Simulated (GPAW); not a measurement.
# Na2MoO4 (Fd-3m): the Mo L₃ absorption edge

Aim: the near-edge shape at the Mo L₃ edge of Na2MoO4 (Fd-3m), and what the core hole does to it.

Calculated with GPAW 26.7.0; X-ray absorption from dipole matrix elements to empty bands, plane-wave PAW LDA.

### 1. Set-up

The structure is cubic, space group Fd-3m (No. 227). Conventional cell: a = 9.109 Å, b = 9.109 Å, c = 9.109 Å, α = 90.00°, β = 90.00°, γ = 90.00°. Nearest to Mo lie 4 O at 1.77 Å. Na has 6 O at 2.40 Å nearest. O has 1 Mo at 1.77 Å and 3 Na at 2.40 Å nearest. Farther neighbours and most contacts between anions are not listed.

### 2. Ground state of the crystal

A plain self-consistent run shows whether there is a gap, which decides the set-up of the core-hole run.

Input file scf.py:

```python
import numpy as np
from ase import Atoms
from ase.parallel import parprint, paropen
from gpaw import GPAW, PW, FermiDirac, Mixer, MixerDif, setup_paths
from gpaw.test import gen
setup_paths.insert(0, '.')
gen('Mo', name='nch2p', xcname='LDA', corehole=(2, 1, 0), write_xml=True)
from gpaw.mpi import world
world.barrier()

atoms = Atoms('Mo2Na4O8',
    cell=[[0, 4.55443967, 4.55443967],
     [4.55443967, 0, 4.55443967],
     [4.55443967, 4.55443967, 0]],
    scaled_positions=[[0.75, 0.75, 0.75],
     [0.5, 0.5, 0.5],
     [0.125, 0.625, 0.125],
     [0.125, 0.125, 0.625],
     [0.625, 0.125, 0.125],
     [0.125, 0.125, 0.125],
     [0.86229, 0.86229, 0.41313],
     [0.38771, 0.83687, 0.38771],
     [0.86229, 0.86229, 0.86229],
     [0.83687, 0.38771, 0.38771],
     [0.86229, 0.41313, 0.86229],
     [0.38771, 0.38771, 0.83687],
     [0.41313, 0.86229, 0.86229],
     [0.38771, 0.38771, 0.38771]],
    pbc=True)
atoms.calc = calc = GPAW(legacy_gpaw=True, mode=PW(500, force_complex_dtype=True), xc='LDA', setups={0: 'nch2p'},
    kpts={'size': (5, 5, 5), 'gamma': True}, occupations=FermiDirac(0.05),
    charge=0, mixer=Mixer(0.1, 5, 50), maxiter=150,
    convergence={'density': 0.0001, 'eigenstates': 1e-6}, txt='scf.txt')
energy = atoms.get_potential_energy() + calc.get_reference_energy()
ef = calc.get_fermi_level()
out = dict(energy=energy, fermi=ef, forces=atoms.get_forces().tolist())
parprint(f'all-electron energy {energy:.4f} eV, Fermi level {ef:.4f} eV')
ev = np.array([[calc.get_eigenvalues(k, s) for k in range(len(calc.get_ibz_k_points()))] for s in range(calc.get_number_of_spins())])
out['homo'], out['lumo'], out['counts'] = ev[ev < ef].max(), ev[ev > ef].min(), sorted(set((ev < ef).sum((0, 2)).tolist()))
out['filled'] = (ev[:, 0] < ef).sum(1).tolist()
import json
with paropen('out.json', 'w') as f:
    json.dump(out, f)
```

Command:

```
OMP_NUM_THREADS=1 mpirun -n 4 gpaw python scf.py
```

Numbers of over 12 decimals in the logs are rounded to 6 here.

What it wrote:

```text
Input parameters:
  convergence: {density: 0.0001,
                eigenstates: 1e-06}
  kpts: {gamma: True,
         size: (5, 5, 5)}
  maxiter: 150
  mixer: {backend: pulay,
          beta: 0.1,
          method: separate,
          nmaxold: 5,
          weight: 50}
  mode: {ecut: 500.0,
         force_complex_dtype: True,
         name: pw}
  occupations: {fixmagmom: False,
                name: fermi-dirac,
                width: 0.05}
  setups: {0: nch2p}

Initialize ...

[... PAW data sets ...]

Reference energy: -253857.724799  # eV

Spin-paired calculation

[... convergence settings ...]
Symmetries present (total): 24
  [... symmetry matrices ...]

125 k-points: 5 x 5 x 5 Monkhorst-Pack grid
10 k-points in the irreducible part of the Brillouin zone
       k-points in crystal coordinates                weights
   0:     0.00000000    0.00000000    0.00000000          1/125
   1:     0.20000000    0.20000000    0.00000000          6/125
   2:     0.20000000    0.20000000    0.20000000          8/125
   3:     0.40000000    0.20000000   -0.20000000         24/125
   4:     0.40000000    0.20000000    0.20000000         12/125
   5:     0.40000000    0.40000000   -0.40000000         24/125
   6:     0.40000000    0.40000000   -0.20000000         12/125
   7:     0.40000000    0.40000000    0.00000000          6/125
   8:     0.40000000    0.40000000    0.20000000         24/125
   9:     0.40000000    0.40000000    0.40000000          8/125

Wave functions: Plane wave expansion
  Cutoff energy: 500.000 eV
  Number of coefficients (min, max): 4788, 4813
  Pulay-stress correction: 0.000000 eV/Ang^3 (de/decut=0.000000)
  Using FFTW library
  Wavefunction extrapolation:
    Improved wavefunction reuse through dual PAW basis

Occupation numbers: Fermi-Dirac:
  width: 0.0500  # eV

Eigensolver
   Davidson(niter=2)

Densities:
  Coarse grid: 35*35*35 grid
  Fine grid: 70*70*70 grid
  Total Charge: 0.000000

Density mixing:
  Method: separate
  Backend: pulay
  Linear mixing parameter: 0.1
  old densities: 5
  Width of damping distribution: 1.1
  Damping of long wavelength oscillations: 50

[... Hamiltonian set-up ...]
Number of atoms: 14
Number of atomic orbitals: 86
Number of bands in calculation: 67
Number of valence electrons: 104
Bands to converge: occupied

... initialized

Initializing position-dependent things.

Density initialized from atomic densities
Creating initial wave functions:
  67 bands from LCAO basis set

                            O
                      O
                       O Mo

                O          O
                   O
                  Mo O

         Na    O

             Na
              Na
       Na

Atomic positions and initial magnetic moments

Positions:
   0 Mo     6.831660    6.831660    6.831660    ( 0.0000,  0.0000,  0.0000)
   1 Mo     4.554440    4.554440    4.554440    ( 0.0000,  0.0000,  0.0000)
   2 Na     3.415830    1.138610    3.415830    ( 0.0000,  0.0000,  0.0000)
   3 Na     3.415830    3.415830    1.138610    ( 0.0000,  0.0000,  0.0000)
   4 Na     1.138610    3.415830    3.415830    ( 0.0000,  0.0000,  0.0000)
   5 Na     1.138610    1.138610    1.138610    ( 0.0000,  0.0000,  0.0000)
   6 O      5.808823    5.808823    7.854496    ( 0.0000,  0.0000,  0.0000)
[...]
11 O      5.577276    5.577276    3.531604    ( 0.0000,  0.0000,  0.0000)
  12 O      7.854496    5.808823    5.808823    ( 0.0000,  0.0000,  0.0000)
  13 O      3.531604    3.531604    3.531604    ( 0.0000,  0.0000,  0.0000)

Unit cell:
           periodic     x           y           z      points  spacing
  1. axis:    yes    0.000000    4.554440    4.554440    35     0.1503
  2. axis:    yes    4.554440    0.000000    4.554440    35     0.1503
  3. axis:    yes    4.554440    4.554440    0.000000    35     0.1503

  Lengths:   6.440950   6.440950   6.440950
  Angles:   60.000000  60.000000  60.000000

Effective grid spacing dv^(1/3) = 0.1639

iter:   1  -126.228390
iter:   2  -112.683670   -0.59  -0.92
iter:   3  -105.520911   -0.26  -1.07
iter:   4  -105.543094   -1.83  -1.44
iter:   5  -105.367538   -1.71  -1.39
iter:   6  -104.697947   -1.44  -1.63
iter:   7  -104.618450   -2.78  -2.11
iter:   8  -104.608956   -3.41  -2.37
iter:   9  -104.616603c  -3.52  -2.81
iter:  10  -104.608369c  -3.74  -2.58
iter:  11  -104.607772c  -4.43  -3.07
iter:  12  -104.607453c  -4.73  -3.34
iter:  13  -104.607454c  -6.30c -4.03c

Converged after 13 iterations.

Dipole moment: (-1.791095, -1.791095, -1.791095) |e|*Ang

Energy contributions relative to reference atoms: (reference = -253857.724799)

Kinetic:        +29.278203
Potential:      -49.800001
External:        +0.000000
XC:             -82.605662
Entropy (-ST):   -0.000000
Local:           -1.479995
SIC:             +0.000000
--------------------------
Free energy:   -104.607454
Extrapolated:  -104.607454

Showing only first 2 kpts
 Kpt  Band  Eigenvalues  Occupancy
  0    50      0.90578    2.00000
  0    51      0.90583    2.00000
  0    52      5.30793    0.00000
  0    53      5.30793    0.00000

  1    50      0.85957    2.00000
  1    51      0.85961    2.00000
  1    52      5.28740    0.00000
  1    53      5.40393    0.00000

Fermi level: 2.25115

Gap: 4.382 eV
Transition (v -> c):
  (s=0, k=0, n=51, [0.00, 0.00, 0.00]) -> (s=0, k=1, n=52, [0.20, 0.20, 0.00])
Direct/indirect transitions are different
Direct gap: 4.402 eV
Transition at: (s=0, k=0, n=51, [0.00, 0.00, 0.00])

Forces in eV/Ang:
  0 Mo    0.00000   -0.00000   -0.00000
  1 Mo   -0.00000   -0.00000    0.00000
  2 Na   -0.00001    0.00001   -0.00001
  3 Na   -0.00001   -0.00001    0.00001
  4 Na    0.00001   -0.00001   -0.00001
  5 Na    0.00001    0.00001    0.00001
  6 O     0.44036    0.44036   -0.44036
[...]
11 O    -0.44037   -0.44037    0.44037
 12 O    -0.44036    0.44036    0.44036
 13 O     0.44037    0.44037    0.44037
Scalar-relativistic atomic LDA calculation for Mo (Molybdenum, Z=42)
Core hole in 2p state (2p occupation: 6.0)
750 radial gridpoints.
|------------------------------------------------|
|------------------------------------------------|
[... the atom generator's iteration count ...]

Energy contributions:
-------------------------
Kinetic:    +4165.433536
XC:          -119.190488
Potential:  -8089.396636
-------------------------
Total:      -4043.153588

state      eigenvalue         ekin         rmax
-----------------------------------------------
1s^2.0 :  -726.903549   921.819729        0.023
2s^2.0 :  -102.713558   186.491318        0.130
2p^6.0 :   -91.946581   179.776363        0.104
3s^2.0 :   -17.462235    49.159395        0.384
3p^6.0 :   -13.925054    45.538697        0.377
3d^10.0:    -8.133190    40.156221        0.322
4s^2.0 :    -2.366080    11.169755        0.987
4p^6.0 :    -1.418343     8.974676        1.069
4d^5.0 :    -0.144545     3.941302        1.389
5s^1.0 :    -0.158732     1.146001        2.925
5p^0.0 :    -0.042684     0.511028        4.040
-----------------------------------------------
(units: Bohr and Hartree)

Generating PAW setup
Kinetic energy of the core from tauc = 4148.175022423138
Cutoffs:
rc(s)=2.340
rc(p)=2.450
rc(d)=2.450
rc(vbar)=2.340
rc(comp)=2.270
rc(nct)=2.450

Kinetic energy of the core states: 4068.393457
Charge: 0.0
Core electrons: 28.0
Valence electrons: 14.0
Pseudo-core charge: 0.000408
Shape function alpha=1.941
Pseudo-electron charge 7.312429
state    eigenvalue         norm
--------------------------------
4s(2) :    -2.366080     0.495578
5s(1) :    -0.158732     0.977403
4p(6) :    -1.418343     0.336432
5p(0) :    -0.042684     0.983393
4d(5) :    -0.144545     0.664974
*d    :     0.855455
--------------------------------

Diagonalizing with gridspacing h=0.050

state   all-electron     PAW
-------------------------------
4s:      -2.366080    -2.366752
4p:      -1.418343    -1.419647
4d:      -0.144545    -0.146057
*f:                    0.066505
-------------------------------
all-electron energy -253962.3323 eV, Fermi level 2.2511 eV
```

Elapsed: 30 s, on 4 MPI ranks of Intel Xeon Platinum 8488C (Sapphire Rapids), shared host; peak memory 0.27 GiB; 2 min of CPU time.

The mesh shows a gap of 4.38 eV, so the hole is first treated in a charged cell, without the excited electron.

### 3. Spectrum without a core hole, Mo atom 1

Without a hole the spectrum is the empty density of states of the right symmetry on the absorber, weighted by matrix elements. It needs only the small cell and serves as the baseline. The data set with a hole of occupation 0 only carries the core orbital.

The absorber has 4 O at 1.77 Å (tetrahedral, site symmetry -43m).

Input file xas.py:

```python
import numpy as np
from ase import Atoms
from ase.parallel import parprint, paropen
from gpaw import GPAW, PW, FermiDirac, Mixer, MixerDif, setup_paths
from gpaw.test import gen
setup_paths.insert(0, '.')
gen('Mo', name='nch2p', xcname='LDA', corehole=(2, 1, 0), write_xml=True)
from gpaw.mpi import world
world.barrier()

atoms = Atoms('Mo2Na4O8',
    cell=[[0, 4.55443967, 4.55443967],
     [4.55443967, 0, 4.55443967],
     [4.55443967, 4.55443967, 0]],
    scaled_positions=[[0.75, 0.75, 0.75],
     [0.5, 0.5, 0.5],
     [0.125, 0.625, 0.125],
     [0.125, 0.125, 0.625],
     [0.625, 0.125, 0.125],
     [0.125, 0.125, 0.125],
     [0.86229, 0.86229, 0.41313],
     [0.38771, 0.83687, 0.38771],
     [0.86229, 0.86229, 0.86229],
     [0.83687, 0.38771, 0.38771],
     [0.86229, 0.41313, 0.86229],
     [0.38771, 0.38771, 0.83687],
     [0.41313, 0.86229, 0.86229],
     [0.38771, 0.38771, 0.38771]],
    pbc=True)
atoms.calc = calc = GPAW(legacy_gpaw=True, mode=PW(500, force_complex_dtype=True), xc='LDA', setups={0: 'nch2p'},
    kpts={'size': (5, 5, 5), 'gamma': True}, occupations=FermiDirac(0.02),
    charge=0, mixer=Mixer(0.1, 5, 50), maxiter=150,
    convergence={'density': 0.0001, 'eigenstates': 1e-6}, txt='scf.txt')
energy = atoms.get_potential_energy() + calc.get_reference_energy()
ef = calc.get_fermi_level()
out = dict(energy=energy, fermi=ef, forces=atoms.get_forces().tolist())
parprint(f'all-electron energy {energy:.4f} eV, Fermi level {ef:.4f} eV')
ev = np.array([[calc.get_eigenvalues(k, s) for k in range(len(calc.get_ibz_k_points()))] for s in range(calc.get_number_of_spins())])
out['homo'], out['lumo'], out['counts'] = ev[ev < ef].max(), ev[ev > ef].min(), sorted(set((ev < ef).sum((0, 2)).tolist()))
out['filled'] = (ev[:, 0] < ef).sum(1).tolist()

from ase.units import Ha
from gpaw.xas import dipole_matrix_elements
nb = int(calc.get_number_of_electrons() / 2) + 125
top, nb = nb, nb + 8 + nb // 12
nscf = calc.fixed_density(kpts={'size': (4, 4, 4), 'gamma': True}, nbands=nb,
    convergence={'bands': top, 'eigenstates': 5e-3}, maxiter=60, txt='nscf.txt')
cell = atoms.cell.array
ops = [cell.T @ U.T @ np.linalg.inv(cell.T) for U in nscf.wfs.kd.symmetry.op_scc]
filled = [52]  # bands filled in the ground state, by spin
E = np.arange(-25, 34, 0.1)
fwhm = np.interp(E, [4, 25], [1.78, 3.5])
Y, X, zero, highest = 0, 0, 1e9, 1e9
for spin in range(nscf.get_number_of_spins()):
    wfs = nscf.wfs
    mine = wfs.bd.get_slice()  # this rank's bands
    A = dipole_matrix_elements(wfs.setups[0])
    eps = np.zeros((wfs.kd.nibzkpts, nb))
    d = np.zeros((3, A.shape[1], wfs.kd.nibzkpts, nb), complex)
    for kpt in wfs.kpt_u:
        if kpt.s == spin and 0 in kpt.P_ani:
            eps[kpt.k, mine] = kpt.eps_n * Ha
            d[:, :, kpt.k, mine] = (kpt.weight * wfs.nspins / 2) ** 0.5 * np.inner(A, kpt.P_ani[0])
    world.sum(eps)
    world.sum(d)
    T = np.einsum('amkn,bmkn->abkn', d, d.conj()).real
    T = sum(np.einsum('ai,ijkn,bj->abkn', R, T, R) for R in ops) / len(ops)
    empty = np.ones_like(eps, bool) & (np.arange(nb) >= filled[spin])
    zero, highest = min(zero, eps[empty].min()), min(highest, eps[:, top - 1].min())
    lines = [(eps, T, empty)] if spin == 0 else lines + [(eps, T, empty)]
for eps, T, empty in lines:
    f = np.einsum('aakn->akn', T).reshape(3, -1)
    x = eps.ravel() - zero
    w = np.interp(x, E, fwhm) / 2.35482
    g = np.exp(-0.5 * ((E[:, None] - x) / w) ** 2) / (w * (2 * np.pi) ** 0.5)
    Y = Y + (f * empty.ravel()) @ g.T
    X = X + (f * ~empty.ravel()) @ g.T
out.update(E=E.round(2).tolist(), xas=Y.tolist(), xes=X.tolist(), zero=zero, valid=highest - zero, nk=len(eps), nb=nb)
for i in range(0, len(E), 10):
    parprint(f'{E[i]:7.2f}', *(f'{v:10.3e}' for v in Y[:, i]))
import json
with paropen('out.json', 'w') as f:
    json.dump(out, f)
```

Command:

```
OMP_NUM_THREADS=1 mpirun -n 4 gpaw python xas.py
```

What it wrote:

```text
Input parameters:
  convergence: {density: 0.0001,
                eigenstates: 1e-06}
  kpts: {gamma: True,
         size: (5, 5, 5)}
  maxiter: 150
  mixer: {backend: pulay,
          beta: 0.1,
          method: separate,
          nmaxold: 5,
          weight: 50}
  mode: {ecut: 500.0,
         force_complex_dtype: True,
         name: pw}
  occupations: {fixmagmom: False,
                name: fermi-dirac,
[...]
*d    :     0.855455
--------------------------------

Diagonalizing with gridspacing h=0.050

state   all-electron     PAW
-------------------------------
4s:      -2.366080    -2.366752
4p:      -1.418343    -1.419647
4d:      -0.144545    -0.146057
*f:                    0.066505
-------------------------------
all-electron energy -253962.3323 eV, Fermi level 2.1511 eV
[...]
32.00  4.589e-06  4.589e-06  4.589e-06
  33.00  5.108e-06  5.108e-06  5.108e-06
[key lines of the parts left out:]
Converged after 13 iterations.
Dipole moment: (-1.791095, -1.791095, -1.791095) |e|*Ang
Free energy:   -104.607454
Fermi level: 2.15115
```

Run time: 55 s. Hardware: 4 MPI ranks; peak memory 0.4 GiB.

The Mo L₃ spectrum, Mo atom 1, no core hole (energy from the lowest empty level; intensity scaled to a mean of 1 over the first 20 eV):

```
E (eV)  intensity
  -2.0       0.05
  -1.5       0.30
  -1.0       1.03
  -0.5       2.41
   0.0       3.81
   0.5       4.37
   1.0       4.22
   1.5       4.01
   2.0       3.82
   2.5       3.21
   3.0       2.18
   3.5       1.17
   4.0       0.54
   4.5       0.31
   5.0       0.26
   5.5       0.25
   6.0       0.26
   6.5       0.27
   7.0       0.31
   7.5       0.38
   8.0       0.52
   8.5       0.71
   9.0       0.90
   9.5       1.00
  10.0       0.95
  10.5       0.78
  11.0       0.56
  11.5       0.40
  12.0       0.32
  12.5       0.30
  13.0       0.31
  13.5       0.34
  14.0       0.37
  14.5       0.39
  15.0       0.42
  15.5       0.43
  16.0       0.45
  16.5       0.47
  17.0       0.48
  17.5       0.50
  18.0       0.51
  18.5       0.51
  19.0       0.52
  19.5       0.52
  20.0       0.53
  20.5       0.53
  21.0       0.54
  21.5       0.53
  22.0       0.52
  22.5       0.51
  23.0       0.49
  23.5       0.48
  24.0       0.46
  24.5       0.45
  25.0       0.43
  25.5       0.40
  26.0       0.37
  26.5       0.34
  27.0       0.31
  27.5       0.28
  28.0       0.26
  28.5       0.24
  29.0       0.23
  29.5       0.23
  30.0       0.23
  30.5       0.23
  31.0       0.24
  31.5       0.25
  32.0       0.27
```

Main maxima below 30 eV (height): 0.6 eV (4.39), 9.6 eV (1.00) and 21.0 eV (0.54). At an L edge the dipole rule selects empty d (and weakly s) states on the absorber, and the strong line at the onset measures the empty part of its d band.

The same matrix elements for filled bands give the Mo L₃ emission of Mo atom 1 (ground-state approximation; energy from the lowest empty level, largest value 1):

```
E (eV)  emission
-24.00      0.00
-23.25      0.00
-22.50      0.00
-21.75      0.00
-21.00      0.01
-20.25      0.05
-19.50      0.07
-18.75      0.04
-18.00      0.01
-17.25      0.00
-16.50      0.00
-15.75      0.00
-15.00      0.00
-14.25      0.00
-13.50      0.00
-12.75      0.00
-12.00      0.00
-11.25      0.00
-10.50      0.00
 -9.75      0.03
 -9.00      0.21
 -8.25      0.69
 -7.50      1.00
 -6.75      0.69
 -6.00      0.26
 -5.25      0.08
 -4.50      0.03
 -3.75      0.01
 -3.00      0.00
 -2.25      0.00
 -1.50      0.00
 -0.75      0.00
  0.00      0.00
  0.75      0.00
  1.50      0.00
  2.25      0.00
  3.00      0.00
```

Emission maxima: -19.6 eV (0.07) and -7.6 eV (1.00).

### 4. Reference energy of the cell

The photon energy needs a difference of total energies, so the cell and mesh of the coming hole run are first run without a hole.

scf.py, as its differences from that of step 2:

```diff
@@ -30,3 +30,3 @@
 atoms.calc = calc = GPAW(legacy_gpaw=True, mode=PW(500, force_complex_dtype=True), xc='LDA', setups={0: 'nch2p'},
-    kpts={'size': (5, 5, 5), 'gamma': True}, occupations=FermiDirac(0.05),
+    kpts={'size': (4, 4, 4), 'gamma': True}, occupations=FermiDirac(0.02),
     charge=0, mixer=Mixer(0.1, 5, 50), maxiter=150,
```

Command:

```
OMP_NUM_THREADS=1 mpirun -n 4 gpaw python scf.py
```

What it wrote:

```text
Input parameters:
  convergence: {density: 0.0001,
                eigenstates: 1e-06}
  kpts: {gamma: True,
         size: (4, 4, 4)}
  maxiter: 150
  mixer: {backend: pulay,
          beta: 0.1,
          method: separate,
          nmaxold: 5,
          weight: 50}
  mode: {ecut: 500.0,
         force_complex_dtype: True,
         name: pw}
  occupations: {fixmagmom: False,
                name: fermi-dirac,
[...]
5s(1) :    -0.158732     0.977403
4p(6) :    -1.418343     0.336432
5p(0) :    -0.042684     0.983393
4d(5) :    -0.144545     0.664974
*d    :     0.855455
--------------------------------

Diagonalizing with gridspacing h=0.050

state   all-electron     PAW
-------------------------------
4s:      -2.366080    -2.366752
4p:      -1.418343    -1.419647
4d:      -0.144545    -0.146057
*f:                    0.066505
-------------------------------
all-electron energy -253962.3235 eV, Fermi level 2.1511 eV
[key lines of the parts left out:]
Converged after 13 iterations.
Dipole moment: (-1.790239, -1.790239, -1.790239) |e|*Ang
Free energy:   -104.598706
Fermi level: 2.15115
```

Elapsed: 20 s, on 4 MPI ranks; peak memory 0.32 GiB.

Reference energy: -253962.323 eV with the cores included.

(Part 1 of 2 ends here.)

[Banner, clock and machine lines of the logs are left out without a mark of their own.]

[Logs are printed without paths, hosts, clocks, repeated set-up lines and the standing remarks that a program may print on its own settings, such as how far it seeks lower states.]

[Hosts, paths, dates, database ids (printed as entryN), source tags and the programs' standing remarks are cut or masked in the printed files.]

[Lists of maxima count a maximum above −3 eV only where it reaches 4 % of the highest in the window and stands out from its surroundings by 2 % of it (1.5 % where it reaches 55 %); shoulders and weaker maxima are passed over, and of the rest the first, up to two pre-edge ones and the few strongest are named.]
